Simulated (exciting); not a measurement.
The F K edge of atom 3 in NaMgF3, space group Pm-3m, with 2 Mg at 1.98 Å (linear, site symmetry 4/mmm), was computed at 2 levels: exchange and screened direct term (singlet BSE) and independent particles. Common settings: exciting, all-electron LAPW+lo, LDA, 4×4×4 shifted k points, 23 conduction bands, |G+q| up to 3 bohr⁻¹, full RPA screening with nempty = 47, Lorentzian half width 0.45 eV.

Energy from the Kohn–Sham onset, core level to the lowest empty state found on the meshes used; all runs on one relative scale:

```
E (eV)  run 1  run 2
  -5.0   0.00   0.02
  -4.5   0.00   0.02
  -4.0   0.01   0.02
  -3.5   0.01   0.03
  -3.0   0.01   0.04
  -2.5   0.01   0.05
  -2.0   0.01   0.08
  -1.5   0.01   0.15
  -1.0   0.01   0.35
  -0.5   0.01   0.57
   0.0   0.02   0.63
   0.5   0.03   0.48
   1.0   0.04   0.45
   1.5   0.06   0.47
   2.0   0.09   0.50
   2.5   0.13   0.46
   3.0   0.16   0.52
   3.5   0.17   0.56
   4.0   0.20   0.49
   4.5   0.20   0.48
   5.0   0.24   0.47
   5.5   0.27   0.38
   6.0   0.28   0.30
   6.5   0.27   0.28
   7.0   0.33   0.24
   7.5   0.42   0.22
   8.0   0.46   0.22
   8.5   0.49   0.18
   9.0   0.45   0.13
   9.5   0.42   0.10
  10.0   0.50   0.08
  10.5   0.66   0.09
  11.0   0.52   0.08
  11.5   0.34   0.07
  12.0   0.25   0.07
  12.5   0.19   0.08
  13.0   0.15   0.10
  13.5   0.13   0.13
  14.0   0.12   0.13
  14.5   0.11   0.14
  15.0   0.12   0.17
  15.5   0.13   0.17
  16.0   0.16   0.17
  16.5   0.20   0.17
  17.0   0.24   0.15
  17.5   0.24   0.13
  18.0   0.22   0.11
  18.5   0.25   0.09
  19.0   0.27   0.09
  19.5   0.23   0.08
  20.0   0.22   0.07
  20.5   0.21   0.07
```

Which run is which, and why?

Run 1: independent particles; highest local maximum in the window at 10.6 eV. Run 2: exchange and screened direct term (singlet BSE); highest local maximum in the window at -0.2 eV. The attractive direct term pulls weight down: the curves pass 0.10 at 2.1 and -1.8 eV in the order of the runs. Fine structure above the first lines is partly noise of the 64-point mesh.

[Banner, clock and machine lines of the logs are left out without a mark of their own.]

[Logs are printed without paths, hosts, clocks, repeated set-up lines and the standing remarks that a program may print on its own settings, such as how far it seeks lower states.]

[Hosts, paths, dates, database ids (printed as entryN), source tags and the programs' standing remarks are cut or masked in the printed files.]
